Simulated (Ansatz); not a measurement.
# How KF (Carobbiite, Fm-3m) expands on warming, part 2 of 5

Wanted: α(T), C_P(T) and B(T) of KF (Carobbiite) in the quasi-harmonic approximation.

What experiment has found for this phase:
- volume expansion coefficient 104.4 1e-6/K and heat capacity C_P per formula unit 49 J/mol/K near room temperature (given in “High-Throughput Prediction of Finite-Temperature Properties using the Quasi-Harmonic Approximation”, 2016, arXiv:1603.06924)
- volume expansion coefficient 95.1 1e-6/K near room temperature (given in “Descriptors for thermal expansion in solids”, 2017, arXiv:1701.03966)

Ansatz 0.2.0; DFT LDA, scalar-relativistic, plane waves, PAW (the session's first sound run).

So far. Step 2 (Probe on a coarse mesh): The start is under -3.5 GPa at this level and looks like an insulator or semiconductor on this mesh.

## Step 4: A second relaxation

The relaxation is run once more from where the first one ended, as the script does after a large change of volume or of the gap, with mesh and occupations reviewed.

File input.yaml:

```yaml
crystal:
  lattice:
    - [0.0, 2.5812886551, 2.5812886551]
    - [2.5812886551, 0.0, 2.5812886551]
    - [2.5812886551, 2.5812886551, 0.0]
  atoms:
    - { symbol: K, position: [0.0, 0.0, 0.0] }
    - { symbol: F, position: [0.5, 0.5, 0.5] }
kpoints:
  mp_grid: { grid: [8, 8, 8] }
hamiltonian:
  xc: lda
scf:
  occupations: { method: gaussian, width: 0.02 }
output:
  forces: true
  stress: true
  eigenvalues: true
  write_density: true
  write_potential: true
  elf: true
  volumetric_format: npy
relax:
  adjacent_minimum: "off"
  f_tol: 0.005
  max_steps: 80
  cell: { stress_tol: 0.05 }
```

Started as:

```console
$ ansatz run input.yaml --threads 4 --pin off --max-ram 16384MiB --backend cpu --events-out ev --progress --plain --runs-dir out
```

Numbers of over 12 decimals in the logs are rounded to 6 here.

Output:

```text
[...]
Crystal: 2 atoms, lattice volume = 34.399 Å³
Basis set: ecut = 420 eV, 645 PW (Γ)
Bands: 12, of which v1, the nominal top of the filled ones, is band 8 counted from 1 (7 counted from 0)
Symmetry: 48 space group operations
[...]
k-points: 29 of 512
[...]
SCF iter   1: F=—  HF=-2292.800176 eV  |F-HF|=—  |Δ(HF+E_count)|=         —  Δρ=1.66e-2  dr2=7.00e-2  ethr=1.77e-3  ⟨swp⟩=6.4  Hψ=2264  notcnv=0
[...]
SCF iter   6: F=-2292.778749 eV  HF=-2292.778749 eV  |F-HF|=9.68e-9  |Δ(HF+E_count)|=   1.32e-8  Δρ=7.21e-6  dr2=1.12e-8  ethr=5.79e-10  ⟨swp⟩=5.0  Hψ=1793  notcnv=0
SCF 1 converged in 6 iterations: F = -2292.778749 eV  dr2 = 1.12e-8
[...]
relax step   1: F+E_penalty+E_count = -2292.77874897 eV  Δ(F+E_penalty+E_count) = +0.000e0 eV  max|allowed force component| = 1.325e-29 eV/Å  Δτ_max = 0.0000 Å  P = -0.012 GPa  Ω = 34.399 Å³  (6 SCF iters, dr2 threshold 1.00e-7 eV, accepted)
[...]
SCF iter   4: F=-2292.778749 eV  HF=-2292.778749 eV  |F-HF|=5.46e-12  |Δ(HF+E_count)|=  3.64e-12  Δρ=3.10e-7  dr2=1.20e-11  ethr=1.00e-12  ⟨swp⟩=5.0  Hψ=1230  notcnv=0
SCF 2 converged in 4 iterations: F = -2292.778749 eV  dr2 = 1.20e-11
relax step   2: F+E_penalty+E_count = -2292.77874898 eV  Δ(F+E_penalty+E_count) = -6.693e-9 eV  max|allowed force component| = 2.370e-29 eV/Å  Δτ_max = 0.0000 Å  P = -0.011 GPa  Ω = 34.399 Å³  stress off target by 1.12e-2 GPa  SCF on the basis re-selected at this cell (its energy is not comparable with the rows above)  (4 SCF iters)
basis re-selected at this cell: Δ(F+E_penalty+E_count) = -6.693e-9 eV, ΔP = +0.000 GPa vs the last step (what re-selecting the basis moved, of the pressure what is left beyond the Pulay correction that the steps carried, after the strain that the cell walked since its last selection, with what the two solves' SCF thresholds leave and, on support functions, any second-order correction that the steps lacked; it is no m [...]
SCF converged after 4 iterations
Free energy (F): -2292.778749 eV
[...]
Internal energy: -2292.778749 eV  (E = F + TS)
E sigma→0 (E₀):  -2292.778749 eV
Fermi energy:    4.958727 eV
[...]
--- Stress (GPa, compression-positive) ---
       -0.011189       0.000000       0.000000
        0.000000      -0.011189       0.000000
       -0.000000      -0.000000      -0.011189
  P = ⅓ Tr σ = -0.0112 GPa (-0.112 kbar)
--- Band table (eV; the first three rows and the last of 29) ---
  k-point 0: bands = [... 4 lower, -6.9760, 1.7756, 1.7756, 1.7756, 8.1418, 12.5715, 12.5715, 12.5715]
  k-point 1: bands = [... 4 lower, -6.9826, 1.6007, 1.7037, 1.7037, 8.6233, 12.2836, 12.8089, 12.8089]
  k-point 2: bands = [... 4 lower, -6.9982, 1.2366, 1.5362, 1.5362, 9.7835, 11.9342, 13.4062, 13.4062]
  k-point 28: bands = [... 4 lower, -7.0801, 1.2602, 1.6571, 1.6571, 11.5699, 11.5699, 13.4381, 15.7585]
--- Relaxed structure (1 steps of the walk, 1 accepted, 1 SCFs on fresh bases) ---
[...]
cell:  # Å, volume = 34.3985 Å³
    - [0.0, 2.5812886551, 2.5812886551]
    - [2.5812886551, 0.0, 2.5812886551]
    - [2.5812886551, 2.5812886551, 0.0]
  atoms:
    - { symbol: K, position: [0.0, 0.0, 0.0] }
    - { symbol: F, position: [0.5, 0.5, 0.5] }
```

Wall time 0.69 s (4 threads of Arm Neoverse V1, shared host); peak memory 0.28 GiB; 2 s of CPU time.

Little changed from the start: no atom moved by 0.005 Å and no cell edge by 0.1 %.

Numbers from this step:

```yaml
pressure: -0.01119 GPa
```

ELF in the ac plane of the conventional cell at fractional y = 0.000, with atoms of K and F within 0.2 Å of it. It is the smooth field of the valence electrons, not physical close to the nuclei.

Ten even steps from '0' (0.01) to '9' (0.85), each cell a mean:
```
89813888961599
99602788840389
54100233310035
10000011100001
65201688730146
98504999971389
69615987981388
89615998981388
88403899960278
33100355410023
11000011000001
87301466520168
99713899850499
79813886961598
```
Columns run along a (5.2 Å), rows up along c (5.2 Å), edges of the conventional cell, whose origin can differ from the input's. Atoms in or near the plane, at fractional coordinates: K at (0.00, 0.00), K at (0.50, 0.50), F at (0.50, 0.00), F at (0.00, 0.50).

Electrostatic potential energy in the ac plane of the conventional cell at fractional y = 0.000, with atoms of K and F within 0.2 Å of it. With pseudopotentials it is smooth inside the atoms' cores, unlike the true potential.

Ten even steps from '_' (-42 eV) to '@' (9 eV), each cell a mean:
```
__::**@@@@##::..==@@@@%%==__
--++%%@@@@@@##**%%@@@@@@**==
%%%%@@@@@@@@@@@@@@@@@@@@@@%%
@@@@@@@@@@@@@@@@@@@@@@@@@@@@
@@@@@@@@@@%%****##%%@@@@@@@@
--**@@@@%%++::..--##@@@@%%==
__--@@@@%%--____..**@@@@**..
..==@@@@%%==____::**@@@@##::
**%%@@@@@@**==--++%%@@@@@@##
@@@@@@@@@@@@%%%%%%@@@@@@@@@@
@@@@@@@@@@@@@@@@@@@@@@@@@@@@
**##%%@@@@@@@@@@@@@@@@@@%%**
..--##@@@@%%==--**@@@@%%++::
__..**@@@@**..__--@@@@%%--__
```
Columns run along a (5.2 Å; values clipped at the 3rd and 97th percentile), rows up along c (5.2 Å), edges of the conventional cell, whose origin can differ from the input's. Atoms in or near the plane, at fractional coordinates: K at (0.00, 0.00), K at (0.50, 0.50), F at (0.50, 0.00), F at (0.00, 0.50).

Valence density in the ac plane of the conventional cell at fractional y = 0.000, with atoms of K and F within 0.2 Å of it. It is the smooth field of the valence electrons, not physical close to the nuclei.

Ten steps, logarithmic in the rise over the least value, from '0' (0 e/Å³) to '9' (11 e/Å³), each cell a mean:
```
77412589731367
65311356420246
32100122100023
11000112100001
42101344310023
75212577631147
97413677742269
97313677741258
64202466531135
21000233210012
21000011100011
43100234210134
76311477521257
77422699741367
```
Columns run along a (5.2 Å), rows up along c (5.2 Å), edges of the conventional cell, whose origin can differ from the input's. Atoms in or near the plane, at fractional coordinates: K at (0.00, 0.00), K at (0.50, 0.50), F at (0.50, 0.00), F at (0.00, 0.50).

## Step 5: Relaxing to small residual forces and stress

The relaxation is repeated with tighter thresholds on force and stress, since phonons are sensitive to what is left; a change of mesh or smearing in the input moves the cell too.

input.yaml, as its differences from that of step 4:

```diff
@@ -13,3 +13,3 @@
 scf:
-  occupations: { method: gaussian, width: 0.02 }
+  occupations: { method: fixed }
 output:
@@ -24,4 +24,4 @@
   adjacent_minimum: "off"
-  f_tol: 0.005
-  max_steps: 80
-  cell: { stress_tol: 0.05 }
+  f_tol: 0.001
+  max_steps: 60
+  cell: { stress_tol: 0.01 }
```

Output:

```text
[...]
Crystal: 2 atoms, lattice volume = 34.399 Å³
Basis set: ecut = 420 eV, 645 PW (Γ)
Bands: 12, of which v1, the nominal top of the filled ones, is band 8 counted from 1 (7 counted from 0)
Symmetry: 48 space group operations
[...]
k-points: 29 of 512
[...]
SCF iter   1: F=—  HF=-2292.800198 eV  |F-HF|=—  |Δ(HF+E_count)|=         —  Δρ=1.66e-2  dr2=7.00e-2  ethr=1.77e-3  ⟨swp⟩=4.6  Hψ=1892  notcnv=0  defer=47
[...]
SCF iter   6: F=-2292.778749 eV  HF=-2292.778749 eV  |F-HF|=9.22e-9  |Δ(HF+E_count)|=   1.25e-8  Δρ=7.02e-6  dr2=1.07e-8  ethr=5.69e-10  ⟨swp⟩=6.9  Hψ=2521  notcnv=0
SCF 1 converged in 6 iterations: F = -2292.778749 eV  dr2 = 1.07e-8
[...]
relax step   1: F+E_penalty+E_count = -2292.77874897 eV  Δ(F+E_penalty+E_count) = +0.000e0 eV  max|allowed force component| = 1.341e-29 eV/Å  Δτ_max = 0.0000 Å  P = -0.012 GPa  Ω = 34.399 Å³  (6 SCF iters, dr2 threshold 1.00e-7 eV, accepted)
Crystal: 2 atoms, lattice volume = 34.390 Å³
[...]
SCF iter   4: F=-2292.778776 eV  HF=-2292.778776 eV  |F-HF|=5.00e-11  |Δ(HF+E_count)|=   1.13e-9  Δρ=1.16e-6  dr2=1.93e-10  ethr=2.10e-12  ⟨swp⟩=5.2  Hψ=2018  notcnv=0
SCF 2 converged in 4 iterations: F = -2292.778776 eV  dr2 = 1.93e-10
relax step   2: F+E_penalty+E_count = -2292.77877644 eV  Δ(F+E_penalty+E_count) = -2.747e-5 eV  max|allowed force component| = 2.748e-29 eV/Å  Δτ_max = 0.0000 Å  P = +0.001 GPa  Ω = 34.390 Å³  energy of the carried Pulay correction = +2.719e-5 eV  (4 SCF iters, dr2 threshold 3.37e-10 eV, accepted)
[...]
SCF iter   6: F=-2292.778776 eV  HF=-2292.778776 eV  |F-HF|=0.00e0  |Δ(HF+E_count)|=  9.09e-13  Δρ=3.60e-8  dr2=1.80e-13  ethr=1.00e-12  ⟨swp⟩=6.4  Hψ=1776  notcnv=0
SCF 3 converged in 6 iterations: F = -2292.778776 eV  dr2 = 1.80e-13
relax step   3: F+E_penalty+E_count = -2292.77877644 eV  Δ(F+E_penalty+E_count) = -1.728e-11 eV  max|allowed force component| = 8.743e-29 eV/Å  Δτ_max = 0.0000 Å  P = +0.000 GPa  Ω = 34.390 Å³  stress off target by 3.75e-5 GPa  SCF on the basis re-selected at this cell (its energy is not comparable with the rows above)  (6 SCF iters)
[...]
SCF converged after 6 iterations
Free energy (F): -2292.778776 eV
[...]
Internal energy: -2292.778776 eV  (E = F + TS)
E sigma→0 (E₀):  -2292.778776 eV
Fermi energy:    1.777626 eV
[...]
--- Stress (GPa, compression-positive) ---
        0.000037      -0.000000      -0.000000
       -0.000000       0.000037      -0.000000
       -0.000000      -0.000000       0.000037
  P = ⅓ Tr σ = 0.0000 GPa (0.000 kbar)
--- Band table (eV; the first three rows and the last of 29) ---
  k-point 0: bands = [... 4 lower, -6.9731, 1.7776, 1.7776, 1.7776, 8.1453, 12.5742, 12.5742, 12.5742]
  k-point 1: bands = [... 4 lower, -6.9797, 1.6027, 1.7057, 1.7057, 8.6269, 12.2863, 12.8116, 12.8116]
  k-point 2: bands = [... 4 lower, -6.9953, 1.2384, 1.5381, 1.5381, 9.7873, 11.9370, 13.4091, 13.4091]
  k-point 28: bands = [... 4 lower, -7.0773, 1.2619, 1.6593, 1.6593, 11.5728, 11.5728, 13.4416, 15.7623]
--- Relaxed structure (2 steps of the walk, 2 accepted, 1 SCFs on fresh bases) ---
[...]
cell:  # Å, volume = 34.3898 Å³
    - [0, 2.581070, 2.581070]
    - [2.581070, 0, 2.581070]
    - [2.581070, 2.581070, 0]
  atoms:
    - { symbol: K, position: [0, 0, 0] }
    - { symbol: F, position: [0.500000, 0.500000, 0.500000] }
```

It took 0.92 s on 4 threads; peak memory 0.28 GiB; 2.7 s of CPU time.

Little changed from the start: no atom moved by 0.005 Å and no cell edge by 0.1 %.

This step gave:

- pressure: 3.75e-5 GPa
- gap on the k-mesh: 6.368 eV
- volume per atom: 17.19 Å³

Electrostatic potential energy in the ac plane of the conventional cell at fractional y = 0.000, with atoms of K and F within 0.2 Å of it. With pseudopotentials it is smooth inside the atoms' cores, unlike the true potential.

Ten even steps from '0' (-42 eV) to '9' (9 eV), each cell a mean:
```
02699721499840
35899976899964
88999999999998
99999999999999
99999866789999
36998521379984
03998300169961
14998400269972
68999643589997
99999988899999
99999999999999
67899999999986
13799843699852
01699610399830
```
Columns run along a (5.2 Å; values clipped at the 3rd and 97th percentile), rows up along c (5.2 Å), edges of the conventional cell, whose origin can differ from the input's. Atoms in or near the plane, at fractional coordinates: K at (0.00, 0.00), K at (0.50, 0.50), F at (0.50, 0.00), F at (0.00, 0.50).

Valence density in the ac plane of the conventional cell at fractional y = 0.000, with atoms of K and F within 0.2 Å of it. It is the smooth field of the valence electrons, not physical close to the nuclei.

Ten steps, logarithmic in the rise over the least value, from '_' (0 e/Å³) to '@' (11 e/Å³), each cell a mean:
```
####==..::++%%@@##--..--**##
**++--....--++**==::__::==**
--::..____..::::..______::--
....______....::..________..
==::..__..--====--..____::--
##++::..::++####**--....==##
@@##==..--**######==::::**@@
@@##--..--**######==..::++%%
**==::__::==****++--....--++
::..______::----::..____..::
::..________......______....
==--..____::--==::..__..--==
##**--....==####++::..::++##
####==::::**@@@@##==..--**##
```
Columns run along a (5.2 Å), rows up along c (5.2 Å), edges of the conventional cell, whose origin can differ from the input's. Atoms in or near the plane, at fractional coordinates: K at (0.00, 0.00), K at (0.50, 0.50), F at (0.50, 0.00), F at (0.00, 0.50).

ELF in the ac plane of the conventional cell at fractional y = 0.000, with atoms of K and F within 0.2 Å of it. It is the smooth field of the valence electrons, not physical close to the nuclei.

Values, 14 rows by 14 columns, each cell a mean:
```
0.75 0.85 0.71 0.15 0.32 0.75 0.73 0.69 0.79 0.56 0.11 0.47 0.84 0.79
0.85 0.81 0.53 0.09 0.22 0.61 0.75 0.76 0.70 0.40 0.07 0.30 0.73 0.84
0.49 0.38 0.16 0.03 0.08 0.22 0.32 0.34 0.27 0.13 0.03 0.09 0.30 0.47
0.12 0.09 0.05 0.02 0.03 0.09 0.15 0.17 0.13 0.06 0.01 0.03 0.07 0.11
0.59 0.50 0.26 0.05 0.16 0.53 0.71 0.74 0.63 0.34 0.06 0.13 0.40 0.56
0.77 0.76 0.50 0.09 0.38 0.81 0.85 0.83 0.85 0.63 0.13 0.27 0.70 0.79
0.59 0.77 0.59 0.12 0.49 0.85 0.75 0.66 0.83 0.74 0.17 0.34 0.76 0.69
0.69 0.79 0.56 0.11 0.47 0.84 0.79 0.75 0.85 0.71 0.15 0.32 0.75 0.73
0.76 0.70 0.40 0.07 0.30 0.73 0.84 0.85 0.81 0.53 0.09 0.22 0.61 0.75
0.34 0.27 0.13 0.03 0.09 0.30 0.47 0.49 0.38 0.16 0.03 0.08 0.22 0.32
0.17 0.13 0.06 0.01 0.03 0.07 0.11 0.12 0.09 0.05 0.02 0.03 0.09 0.15
0.74 0.63 0.34 0.06 0.13 0.40 0.56 0.59 0.50 0.26 0.05 0.16 0.53 0.71
0.83 0.85 0.63 0.13 0.27 0.70 0.79 0.77 0.76 0.50 0.09 0.38 0.81 0.85
0.66 0.83 0.74 0.17 0.34 0.76 0.69 0.59 0.77 0.59 0.12 0.49 0.85 0.75
```
Columns run along a (5.2 Å), rows up along c (5.2 Å), edges of the conventional cell, whose origin can differ from the input's. Atoms in or near the plane, at fractional coordinates: K at (0.00, 0.00), K at (0.50, 0.50), F at (0.50, 0.00), F at (0.00, 0.50).

The residual pressure is 3.7e-5 GPa, small enough for phonons.

(Part 2 of 5 ends here.)

[Logs are printed without paths, hosts, clocks, repeated set-up lines and the standing remarks that a program may print on its own settings, such as how far it seeks lower states.]

[Hosts, paths, dates, database ids (printed as entryN), source tags and the programs' standing remarks are cut or masked in the printed files.]

[A step with changed settings may run another functional than the one named; its input shows which.]
